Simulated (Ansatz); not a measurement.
# GaCuSe2 (I-42d): G0W0 under other settings

A base run on GaCuSe2 (I-42d), then changed inputs.

Method: G0W0 on PBE, plane waves, PAW; PAW set soft_1, in Ansatz 0.2.0.

In doubt: one-shot GW on d or f shells is unsure, so the values of those runs are not to be relied on.

### Step 1. The structure

Symmetry: I-42d, No. 122, tetragonal system. The conventional cell has a = 5.619 Å, b = 5.619 Å, c = 11.026 Å, α = 90.00°, β = 90.00°, γ = 90.00°. Nearest to Ga lie 4 Se at 2.42 Å. Nearest to Cu lie 4 Se at 2.42 Å. Nearest to Se lie 2 Ga at 2.42 Å and 2 Cu at 2.42 Å. Farther neighbours and most contacts between anions are not listed.

The cell and positions come from the Crystallography Open Database and are kept as given unless a step says otherwise.

### Step 2. The base run: 4×4×4 mesh, 395 empty bands, screening to 100 eV, plasmon pole, PAW set soft_1 files

Now the one-shot GW correction: screening in the RPA, then the self-energy of the levels asked for. This step takes PAW set soft_1 files.

input.yaml

```yaml
crystal:
  lattice:
    - [-2.80955, 2.80955, 5.513]
    - [2.80955, -2.80955, 5.513]
    - [2.80955, 2.80955, -5.513]
  atoms:
    - { symbol: Ga, position: [0.5, 0.5, 0.0] }
    - { symbol: Ga, position: [0.25, 0.75, 0.5] }
    - { symbol: Cu, position: [0.0, 0.0, 0.0] }
    - { symbol: Cu, position: [0.75, 0.25, 0.5] }
    - { symbol: Se, position: [0.375, 0.37562, 0.50062] }
    - { symbol: Se, position: [0.62438, 0.125, 0.99938] }
    - { symbol: Se, position: [0.875, 0.87438, 0.49938] }
    - { symbol: Se, position: [0.12562, 0.625, 0.00062] }
kpoints:
  mp_grid: { grid: [4, 4, 4] }
hamiltonian:
  xc: pbe
  pseudopotentials: { kind: paw, azcp: { folder: soft_1 } }
scf:
  occupations: { method: fixed }
gw:
  n_empty_bands: 395
  ecut_chi: 100
  qp_bands: [v2, c2]
  qp_kpoints: band_edges
  screening: { model: godby_needs }
```

The run is started by

```console
ansatz run input.yaml --threads 2 --pin off --max-ram 92160MiB --backend cuda --events-out ev --progress --plain --runs-dir out --devices 1 --max-vram 13GiB
```

Numbers of over 12 decimals in the logs are rounded to 6 here.

What it wrote:

```text
GPUs: using 1 of 1 available (devices: 1).
Engine: ansatz 0.2.0, x86_64-unknown-linux-gnu
Pseudopotentials: kind: paw
Pseudopotential: Ga, paw, valence charge 13, recommended cutoff 420 eV (normal), soft_1/Ga.paw.azcp
Pseudopotential: Cu, paw, valence charge 19, recommended cutoff 420 eV (normal), soft_1/Cu.paw.azcp
Pseudopotential: Se, paw, valence charge 16, recommended cutoff 420 eV (normal), soft_1/Se.paw.azcp
Functional definition: PBE
  parameter kappa = 0.804
  parameter beta = 0.066725
  exchange = pbe_x(kappa = kappa, mu = beta*pi^2/3)
  correlation = pbe_c(beta = beta)
device memory: the entry about to start is reckoned to put 3.1 GiB on a device that reports 32.4 GiB free (of which the cap on the GPU budget leaves the run 13.0 GiB)
GPU FFT provider: cuFFT
GPU libraries: cuBLAS 13.8.2, cuFFT 12.4.0, cuSOLVER 12.3.4
Crystal: 8 atoms, lattice volume = 174.069 Å³
Basis set: ecut = 420 eV, 3451 PW (Γ)
Bands: 77, of which v1, the nominal top of the filled ones, is band 64 counted from 1 (63 counted from 0)
Symmetry: 8 space group operations
Space group: I-42d (ITA 122), of the structure as read, at distance tolerance 5.6e-5 Å
k-points: 13 of 64 (time reversal used)
Non-local potential: Ga, projectors of the file, l = 0: 2, l = 1: 2, l = 2: 3, l = 3: 1
Non-local potential: Cu, projectors of the file, l = 0: 3, l = 1: 2, l = 2: 3, l = 3: 1
Non-local potential: Se, projectors of the file, l = 0: 2, l = 1: 2, l = 2: 3, l = 3: 1
PAW form: soft (Blöchl's): semilocal exchange-correlation on the pseudo side does not see the compensation charge
PAW one-centre angular grid: Ga, 590 points (default); XC on 64 Gauss nodes
PAW one-centre angular grid: Cu, 590 points (default); XC on 64 Gauss nodes
PAW one-centre angular grid: Se, 590 points (default); XC on 64 Gauss nodes
Initial density: superposition of atomic densities (chi_scale 0.1, normalization cell, long waves kept (reshape's long-wave potential 0.00 eV rms))
Initial wavefunctions: pseudopotential atomic-orbital guess
GPU buffer pool allocated for 110592 grid points (all kernels)
GPU transforms: local potential and band sums: pruned to the plane-wave sphere, on 45×45×45
Functional: x = pbe(κ = 0.804, μ = 0.219515), c = pbe(β = 0.066725)
SCF iter   1: F=—  HF=-42697.620019 eV  |F-HF|=—  |Δ(HF+E_count)|=         —  Δρ=5.71e-2  dr2=4.13e0  ethr=3.10e-3  ⟨swp⟩=4.5  Hψ=2816  notcnv=0  defer=131
preconditioner: auto → Resta (q_TF=auto, 2.592 Å⁻¹)  ε∞=4.4  [insulator: Δε(μ)=0.558 eV  Ē_g=12.923 eV  n_scr=60 (ndim 8)  ℏωp=23.9 eV  f_vac=0.054  ε∞_Penn≈4.4]
SCF iter   2: F=—  HF=-42696.890323 eV  |F-HF|=—  |Δ(HF+E_count)|=   7.30e-1  Δρ=4.55e-2  dr2=1.93e0  ethr=3.10e-3  ⟨swp⟩=2.5  Hψ=1710  notcnv=0  defer=102
[...]
E_xc         = -603.508695
  E_vxc        = -649.684831  (∫ρ·V_xc dr)
  E_paw        = -16145.337737  (= ΣΔE_a)
  E_vpaw       = -3070.296283  (= ΣTr[D̂ρ^β])
  E_aug_tail   = 0.000064  (compensation charges beyond the density's cutoff)
  E_ewald      = -14336.105182
  E_smearing   = -0.000000  (= −TS)
  E_closure    = -0.000000  (closes the sum)
  Σ components = -42696.497043   (vs F -42696.497043, Δ=0.00e0)
--- Band table (eV; the first three rows and the last of 13) ---
  k-point 0: bands = [... 60 lower, 7.0124, 8.4122, 8.4122, 8.5406, 8.7722, 10.4455, 10.8138, 12.5284, ... 9 higher]
  k-point 1: bands = [... 60 lower, 7.2481, 7.3059, 7.9141, 8.2571, 10.2364, 10.7663, 11.7446, 12.1273, ... 9 higher]
  k-point 2: bands = [... 60 lower, 7.7229, 7.7229, 8.0399, 8.0399, 9.7272, 9.7272, 11.8613, 11.8613, ... 9 higher]
  k-point 12: bands = [... 60 lower, 7.3137, 7.3137, 7.6311, 7.6311, 10.4165, 10.4165, 10.5009, 10.5009, ... 9 higher]
--- G₀W₀: ω_p = 31.8421 eV, 64 q-points, 395 empty bands' worth ---
  eigenvalues of the whole cell's RPA ε∞ on this k-mesh (on a slab, of 1 + 4πα/V) = 45.6866, 45.6866, 136.0800; static W/v taken at q = 0 is 0.015307
  GN-PPA: 2926234/10006047 pairs with Re ω̃² < 0 across q-mesh
  bands read: the sum over 459 bands ends inside a degenerate multiplet in 4 slots, whose members it reads at an even weight; the widest, k=2: bands 459 to 460 (counted from 1) at 1/2 each
  gw.qp_kpoints: band_edges: 8 of 13 stored k-points solved, in 1 pass; an edge of the gap read off the rows below is read off those points alone
    valence top: of the k-points left out ik 8 came nearest to being solved in a further pass, in band 64 (counted from 1, as in the quasiparticle table): it holds the edge there only if its correction is more favourable than any solved in that band by at least 0.520 eV; those differ by 0.072 eV
    conduction bottom: of the k-points left out ik 7 came nearest to being solved in a further pass, in band 66 (counted from 1, as in the quasiparticle table): it holds the edge there only if its correction is more favourable than any solved in that band by at least 1.036 eV; those differ by 0.376 eV
    ik  band        ε_KS         Σx   Σc(E_QP)       V_xc       Z   E_QP_lin       E_QP  E_QP is
     0    63      8.4122   -31.2546     4.5420   -26.4129  0.7547     8.1119     8.1125  root
     0    64      8.5406   -31.6903     4.6461   -26.7508  0.7538     8.2466     8.2472  root
     0    65      8.7722   -11.1930    -3.4063   -14.8921  0.8028     9.0654     9.0650  root
     0    66     10.4455    -9.6136    -3.3583   -12.9033  0.8047    10.3769    10.3769  root
     1    63      7.9141   -33.9367     5.7345   -27.8557  0.7413     7.5665     7.5676  root
     1    64      8.2571   -31.5614     4.7880   -26.4489  0.7523     7.9318     7.9326  root
     1    65     10.2364   -12.5252    -3.3869   -16.2324  0.7942    10.5571    10.5566  root
     1    66     10.7663   -11.7510    -3.4702   -15.4295  0.7960    10.9748    10.9745  root
[...]
12    63      7.6311   -35.1890     6.1961   -28.6278  0.7360     7.2647     7.2659  root
    12    64      7.6311   -35.1890     6.1961   -28.6278  0.7360     7.2647     7.2659  root
    12    65     10.4165   -13.6609    -3.0496   -16.9469  0.7914    10.6532    10.6529  root
    12    66     10.4165   -13.6609    -3.0496   -16.9469  0.7914    10.6532    10.6529  root
[key lines of the parts left out:]
SCF converged after 11 iterations
Free energy (F): -42696.497043 eV
Fermi energy:    8.540614 eV
```

Run time: 70 s. Hardware: 1 × NVIDIA H100 80GB HBM3 (shared by 6 runs) with 2 threads of AMD EPYC 7R13 (Zen 3), shared host; peak memory 2.7 GiB; 1.8 min of CPU time.

In the SCF lines HF is the Harris–Foulkes energy and dr2 the Hartree energy of the density residual, in eV; the loop may stop once dr2 is under the threshold and the program's other checks hold. Hψ counts applications of the Hamiltonian.

Numbers from this step:

```
bands summed                                 : 459
plasmon-pole fit frequency                   : 31.84 eV
RPA ε∞ on this mesh (eigenvalues)            : 45.69, 45.69, 136.1
plane waves in the screening matrix          : 405
q-points in the mesh                         : 64
G0W0 gap on the mesh                         : 0.8178 eV
k of the valence top                         : 0, 0, 0
k of the conduction bottom                   : 0, 0, 0
starting gap on the mesh                     : 0.2316 eV
Z at the valence top                         : 0.7538
Z at the conduction bottom                   : 0.8028
least direct G0W0 gap on the computed points : 0.8178 eV
```

The gap on the mesh goes from 0.23 eV to 0.82 eV, a correction of +0.59 eV. Between the two edge states, bare exchange in place of the xc potential would open the gap by 8.64 eV, and correlation takes back 8.05 eV.

### Step 3. Variant: plasmon pole at a typed frequency

input.yaml, as its differences from that of step 2:

```diff
@@ -27 +27,2 @@
   screening: { model: godby_needs }
+  plasmon_pole_fit_frequency: 25
```

What it wrote:

```text
GPUs: using 1 of 1 available (devices: 1).
[...]
GPU FFT provider: cuFFT
GPU libraries: cuBLAS 13.8.2, cuFFT 12.4.0, cuSOLVER 12.3.4
Crystal: 8 atoms, lattice volume = 174.069 Å³
Basis set: ecut = 420 eV, 3451 PW (Γ)
Bands: 77, of which v1, the nominal top of the filled ones, is band 64 counted from 1 (63 counted from 0)
Symmetry: 8 space group operations
[...]
k-points: 13 of 64 (time reversal used)
[...]
GPU buffer pool allocated for 110592 grid points (all kernels)
[...]
SCF iter   1: F=—  HF=-42697.620019 eV  |F-HF|=—  |Δ(HF+E_count)|=         —  Δρ=5.71e-2  dr2=4.13e0  ethr=3.10e-3  ⟨swp⟩=4.5  Hψ=2816  notcnv=0  defer=131
[...]
SCF iter  11: F=-42696.497043 eV  HF=-42696.497043 eV  |F-HF|=3.20e-9  |Δ(HF+E_count)|=   2.46e-7  Δρ=2.39e-6  dr2=7.70e-9  ethr=7.81e-11  ⟨swp⟩=9.2  Hψ=4028  notcnv=0
SCF 1 converged in 11 iterations: F = -42696.497043 eV  dr2 = 7.70e-9
[...]
NSCF: frozen V_eff on 13 k-points
[...]
G₀W₀ screening: q 1/13
[... further progress lines ...]
[...]
SCF converged after 11 iterations
Free energy (F): -42696.497043 eV
[...]
Internal energy: -42696.497043 eV  (E = F + TS)
E sigma→0 (E₀):  -42696.497043 eV
Fermi energy:    8.540614 eV
[...]
--- Band table (eV; the first three rows and the last of 13) ---
  k-point 0: bands = [... 60 lower, 7.0124, 8.4122, 8.4122, 8.5406, 8.7722, 10.4455, 10.8138, 12.5284, ... 9 higher]
  k-point 1: bands = [... 60 lower, 7.2481, 7.3059, 7.9141, 8.2571, 10.2364, 10.7663, 11.7446, 12.1273, ... 9 higher]
  k-point 2: bands = [... 60 lower, 7.7229, 7.7229, 8.0399, 8.0399, 9.7272, 9.7272, 11.8613, 11.8613, ... 9 higher]
  k-point 12: bands = [... 60 lower, 7.3137, 7.3137, 7.6311, 7.6311, 10.4165, 10.4165, 10.5009, 10.5009, ... 9 higher]
--- G₀W₀: ω_p = 25.0000 eV, 64 q-points, 395 empty bands' worth ---
[...]
GN-PPA: 3031362/10006047 pairs with Re ω̃² < 0 across q-mesh
[...]
0    63      8.4122   -31.2546     4.5620   -26.4129  0.7460     8.1319     8.1325  root
     0    64      8.5406   -31.6903     4.6651   -26.7508  0.7450     8.2656     8.2662  root
     0    65      8.7722   -11.1930    -3.3750   -14.8921  0.7972     9.0969     9.0964  root
     0    66     10.4455    -9.6136    -3.3307   -12.9033  0.7987    10.4045    10.4045  root
     1    63      7.9141   -33.9367     5.7563   -27.8557  0.7316     7.5884     7.5894  root
     1    64      8.2571   -31.5614     4.8091   -26.4489  0.7434     7.9530     7.9537  root
     1    65     10.2364   -12.5252    -3.3616   -16.2324  0.7882    10.5826    10.5820  root
     1    66     10.7663   -11.7510    -3.4465   -15.4295  0.7898    10.9987    10.9983  root
[...]
12    63      7.6311   -35.1890     6.2193   -28.6278  0.7262     7.2880     7.2892  root
    12    64      7.6311   -35.1890     6.2193   -28.6278  0.7262     7.2880     7.2892  root
    12    65     10.4165   -13.6609    -3.0279   -16.9469  0.7850    10.6750    10.6746  root
    12    66     10.4165   -13.6609    -3.0279   -16.9469  0.7850    10.6750    10.6746  root
```

It took 66 s on 1 × NVIDIA H100 80GB HBM3 (shared by 6 runs) with 2 threads; peak memory 2.7 GiB; 1.7 min of CPU time.

The G0W0 gap on the mesh is 0.830 eV.

Against the base:

| setting | base | variant |
| --- | --- | --- |
| plasmon pole fit frequency | - | 25 |

| quantity | variant | base |
| --- | --- | --- |
| starting gap on the mesh | 0.232 | 0.232 |
| G0W0 gap on the mesh | 0.830 | 0.818 |
| least direct G0W0 gap on the computed points | 0.830 | 0.818 |
| Z at the valence top | 0.745 | 0.754 |
| Z at the conduction bottom | 0.797 | 0.803 |

### Step 4. What came out

| Property | Result |
| --- | --- |
| base | 0.82 eV, 70 s |
| plasmon pole at a typed frequency | 0.83 eV, 66 s |

Plasmon pole at a typed frequency: the gap moves by +0.01 eV. All runs here use a coarse mesh and modest cutoffs; they test settings and are not final values. The 4×4×4 mesh is coarse for this cell (its supercell is 27 Å along the shortest edge). The RPA ε∞ on it, from the PBE start, is 45.69 and 136.08; such meshes misread the long-range screening, most where the gap is narrow. The RPA ε∞ on this mesh reaches over 25; with a narrow direct gap a coarse mesh can overstate it, and the correction is then too small. A d shell, filled or nearly so, lies near the gap. One-shot GW converges very slowly in bands there, not always from below, and on a semilocal start the gap tends to come out low; starts rich in exact exchange can overshoot instead. The many-body steps are scalar-relativistic: spin-orbit coupling is not in them.

[Paths, hosts, dates, memory and timing lines, banners, echoed tables and standing remarks are left out of the program output.]

[Logs are printed without paths, hosts, clocks, repeated set-up lines and the standing remarks that a program may print on its own settings, such as how far it seeks lower states.]

[Runs of the session that timed out or met a known fault of the program may be left out.]

[Cells called generated may have been cut or substituted from an entry of the Crystallography Open Database or the Materials Project.]

[Hosts, paths, dates, database ids (printed as entryN), source tags and the programs' standing remarks are cut or masked in the printed files.]
